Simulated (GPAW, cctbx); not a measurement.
# Bonding in ZnPt2 as X-rays see it

Question: by how much does bonding change the X-ray structure factors of ZnPt2, and what does a routine refinement make of it?

The start was made by putting kin elements into a known structure type; the compound need not exist, or be stable, in this form. All numbers below are calculated.

**1. Relax the structure**

The density hangs on the geometry, so cell and atoms are relaxed first, with the symmetry held. The cutoff is set higher than for the density because stress converges slowly with plane waves.

Settings: GPAW 26.7.0, PBE, 570 eV, 7×7×7 k-points, Fermi–Dirac width 0.1 eV, BFGS to 0.03 eV/Å.

```text
cell
1.0
     0.000000000   -2.831000000    0.000000000
     2.831000000    0.000000000    0.000000000
    -1.415500000    1.415500000    5.030000000
Pt Zn
2 1
Direct
0.335000000 0.335000000 0.670000000
0.665000000 0.665000000 0.330000000
0.000000000 0.000000000 0.000000000
```

```console
$ OMP_NUM_THREADS=1 mpirun -n 4 gpaw python run.py > gpaw.log
```

```text
BFGS:    0      -14.587609        3.144672
BFGS:    1      -14.932769        1.962171
BFGS:    2      -15.124909        0.685603
BFGS:    3      -15.140475        0.336514
...
BFGS:   10      -15.200805        0.103688
BFGS:   11      -15.201205        0.083038
BFGS:   12      -15.201620        0.006555
cell  2.8095 2.8095 6.0154  103.50 103.50 90.00
volume 44.818 A^3, largest force 0.004 eV/A, largest stress 0.07 GPa
```

The cell moved far, while the k-mesh and basis were chosen for the start, so the final shape may be somewhat biased.

After 12 steps the volume has changed by +11.2 % and the energy by -0.614 eV; the largest stress left is 0.07 GPa. It took 94 s on 4 cores of AMD EPYC 9R45 (Zen 5) (shared host), peak memory 1.2 GiB.

Relaxed structure: I4/mmm (no. 139), a = 2.8095 Å, b = 2.8095 Å, c = 11.3557 Å, α = 90.00°, β = 90.00°, γ = 90.00°.

| atom | mult. | x | y | z |
| --- | --- | --- | --- | --- |
| Pt1 | 4 | 0 | 0 | 0.3405 |
| Zn1 | 2 | 0 | 0 | 0 |

**2. Density and charge transfer**

X-rays see the whole electron density, so the PAW density is rebuilt with its core regions. Subtracting spherical free atoms from the same code cancels the cores and leaves the deformation density Δρ, the part due to bonding.

Settings: PBE, 450 eV, 9×9×9 k-points, Fermi–Dirac width 0.1 eV; primitive cell of 3 atoms.

```console
$ OMP_NUM_THREADS=1 mpirun -n 4 gpaw python run.py > gpaw.log
```

```text
|iter:   1|       0s |  -15.953860 | +0.31 |       |
|iter:   2|       1s |  -15.787681 | -1.98 | -1.26 |
|iter:   3|       2s |  -15.221800 | -1.62 | -1.31 |
...
|iter:   8|       7s |  -15.207963c| -5.78 | -3.77 |
|iter:   9|       8s |  -15.207965c| -7.04 | -4.34c|
|iter:  10|       9s |  -15.207966c| -7.58c| -4.78c|
```

```text
gpts.py:43: UserWarning: Initial realspace grid (14,14,30) inconsistent with symmetries.
gpts.py:43: UserWarning: Initial realspace grid (14,14,30) inconsistent with symmetries.
gpts.py:43: UserWarning: Initial realspace grid (14,14,30) inconsistent with symmetries.
gpts.py:43: UserWarning: Initial realspace grid (14,14,30) inconsistent with symmetries.
gpts.py:70: UserWarning: Using symmetrized grid: (30,30,30).
gpts.py:70: UserWarning: Using symmetrized grid: (30,30,30).
gpts.py:70: UserWarning: Using symmetrized grid: (30,30,30).
gpts.py:70: UserWarning: Using symmetrized grid: (30,30,30).
grid (60, 60, 60)  electrons 186.000  moved by bonding 0.747 e
deformation density beyond 0.5 A of the nuclei: max 0.103, min -0.287 e/A^3
atom        x       y       z   Voronoi charge  moment
Pt1    0.3405  0.3405  0.6809     -0.030       0.00
Pt2    0.6595  0.6595  0.3191     -0.030       0.00
Zn3    0.0000  0.0000  0.0000      0.060       0.00
mean inner potential of superposed free atoms 29.390 V
total magnetic moment 0.000 muB
```

Deformation density in a plane through the shortest contact of the Pt atom at the origin, in 0.01 e/Å³ (clipped at ±99); x from -1.6 to 4.3 Å, y from 2.4 down to -2.4 Å:

```text
  .   .  -5   2   3  -4  -5   .   .  -6   1   3   0   .   .   .
  . -23  -8   1   3  -3  -7   .  -4  -6   1   3  -1 -13   . -24
 -4 -10  -3   4   4   2  -3  -6  -6  -2   1   3   2   1  -5  -8
  1   2   5   4   2   4   3   1   0   0   0   1   3   4   2   4
  3   3   0  -7  -6   1   2   3   2  -1  -5  -6  -3   1   4   4
  3   2  -4 -23   . -12  -2   3   2  -5  -5   .  -7  -4   3   2
  3   2  -2   .   .   .  -1   3   2  -6   .   .   .  -5   3   2
  2   2  -4  -8   . -26  -4   3   2  -5  -7   .  -6  -4   3   2
  3   3   0  -2  -6  -9   0   4   4   1  -4  -6  -5  -1   2   3
  3   2   4   2   1   3   5   3   3   4   3   1   0   0   0   2
 -7  -4  -1   3   3   3  -2  -9  -3   1   2   3   1  -3  -6  -5
-23  -8  -4  -1   3   0  -7 -25   . -12   0   4   1  -6  -3   .
  .   .  -5  -2   3   0  -3   .   .  -6   1   4   0  -7   .   .
```

Atoms in or within 0.15 Å of the plane: Pt (1.5, -2.4), Pt (0.0, 0.0), Pt (-1.5, 2.4), Pt (3.9, 2.4), Zn (4.2, -2.4), Zn (2.7, 0.0), Zn (1.2, 2.4) Å. Dots mark points within about 0.45 Å of a nucleus; large values next to them are atomic features.

Pt gains most (-0.03 e) and Zn loses most (+0.06 e), as electronegativity suggests. Along the shortest contact from the Pt atom at the map's origin, Pt–Zn at 2.69 Å, Δρ is +0.04 e/Å³ at the midpoint: little piles up between the atoms, as is usual in a metallic crystal, which this run finds. At the midpoints of other shortest contacts it is +0.05 (Pt–Pt, 2.81 Å) and 0.00 (Zn–Zn, 2.81 Å) e/Å³. Point values carry grid noise of about 0.01 e/Å³. The run needed 10 iterations, 19 s.

**3. Structure factors**

The Fourier components of Δρ, added to those of the free atoms, give the static X-ray structure factors; the Mott–Bethe relation turns them into the Fourier components V of the potential that fast electrons feel.

```text
static structure factors of the conventional cell: F in electrons, V (Mott-Bethe) in volts
   h  k  l      d  |F| table  |F| free   |F| DFT   change   |V| free  |V| DFT  change %
   0  0  2  5.6779    69.340    69.202    69.262    0.060     3.309    3.209     -3.0
   0  0  4  2.8389   126.060   126.029   126.091    0.061     6.435    6.409     -0.4
   1  0  1  2.7273    95.846    95.860    95.835   -0.025     4.594    4.604      0.2
   1  0  3  2.2560   302.859   302.488   301.693   -0.794    17.360   17.566      1.2
   1  1  0  1.9866   293.657   293.178   292.596   -0.582    15.908   16.025      0.7
   0  0  6  1.8926   280.177   279.670   278.899   -0.771    14.862   15.003      1.0
   1  1  2  1.8751    58.925    59.098    59.052   -0.046     2.178    2.186      0.4
   1  0  5  1.7662    28.030    28.231    28.206   -0.024     0.620    0.624      0.6
   1  1  4  1.6277   109.217   109.299   109.158   -0.141     4.382    4.401      0.4
   0  0  8  1.4195     1.699     1.523     1.482   -0.041     0.733    0.737      0.6
   1  0  7  1.4049   124.941   124.976   124.846   -0.130     4.717    4.730      0.3
   2  0  0  1.4048   256.591   256.141   256.111   -0.030    11.691   11.694      0.0
   1  1  6  1.3703   245.873   245.467   245.597    0.130    11.075   11.063     -0.1
   2  0  2  1.3636    53.929    54.035    54.002   -0.033     1.633    1.636      0.2
```

The largest X-ray change is -0.79 e on 103, 0.3 % of |F|. For electrons V goes as (Z − F)/g², so a change of F counts against Z − F, which is small at low angle and wherever the atoms' terms cancel: |V| of 002 moves by -3.0 % (3.31 to 3.21 V) against +0.1 % in |F|. The tabulated Hartree–Fock atoms differ from the free DFT atoms by up to 0.51 e, so the choice of reference atom matters too.

**4. What a spherical-atom refinement makes of it**

Routine crystallography fits spherical atoms. To see the bias, intensities are simulated from tabulated atoms plus the DFT change ΔF, so that bonding alone can misfit (2856 reflections of the full sphere, merged to the counts below, to 0.4 Å, 1 % proportional noise plus counting noise, assumed isotropic U as listed, Δρ smeared by the mean U) and refined with cctbx over different ranges.

```
                    range  data      R1  GooF  U Pt1 (true 0.0045)  U Zn1 (true 0.0064)  largest shift (Å)  Δρ max, min (e/Å³)
                 all data   255  0.0034  1.04               0.0045               0.0064             0.0000         0.53, -0.99
 low resolution, d > 0.84    40  0.0030  1.17               0.0045               0.0064             0.0000         0.27, -0.25
     high order, d < 0.75   203  0.0036  1.04               0.0045               0.0064             0.0000         0.55, -0.83
occupancies free, d > 0.7    60  0.0029  1.11               0.0045               0.0063             0.0001         0.27, -0.35
```

With all data GooF is 1.04, so at this noise the bonding hardly shows; the top residual peak, near noise level, lies 1.55 Å from Pt and 1.55 Å from Pt, between them. No U is off by more than 3 s.u. at low resolution. With Pt1 held at 1 and the scale free, the other occupancies refine to Zn1 0.998(0.003), within three s.u. of full.

**5. Answer**

Bonding moves 0.75 e in the primitive cell of ZnPt2 and changes the structure factors of the conventional cell in the table above by at most 0.79 e (103, 0.3 %), and among reflections above 2 % of the strongest by up to 0.3 % (006). The shortest bond, Pt–Zn, has Δρ = +0.04 e/Å³ at its midpoint, with no localised bond charge. With all data GooF is 1.04, so at this noise the bonding hardly shows. Limits: static density, frozen cores, no spin–orbit coupling.

[Outputs are excerpts: Python notices, other lines and further rows are left out; steps that failed or that the build refused (PBEsol, TPSS) are not shown.]

[Logs are printed without paths, hosts, clocks, repeated set-up lines and the standing remarks that a program may print on its own settings, such as how far it seeks lower states.]
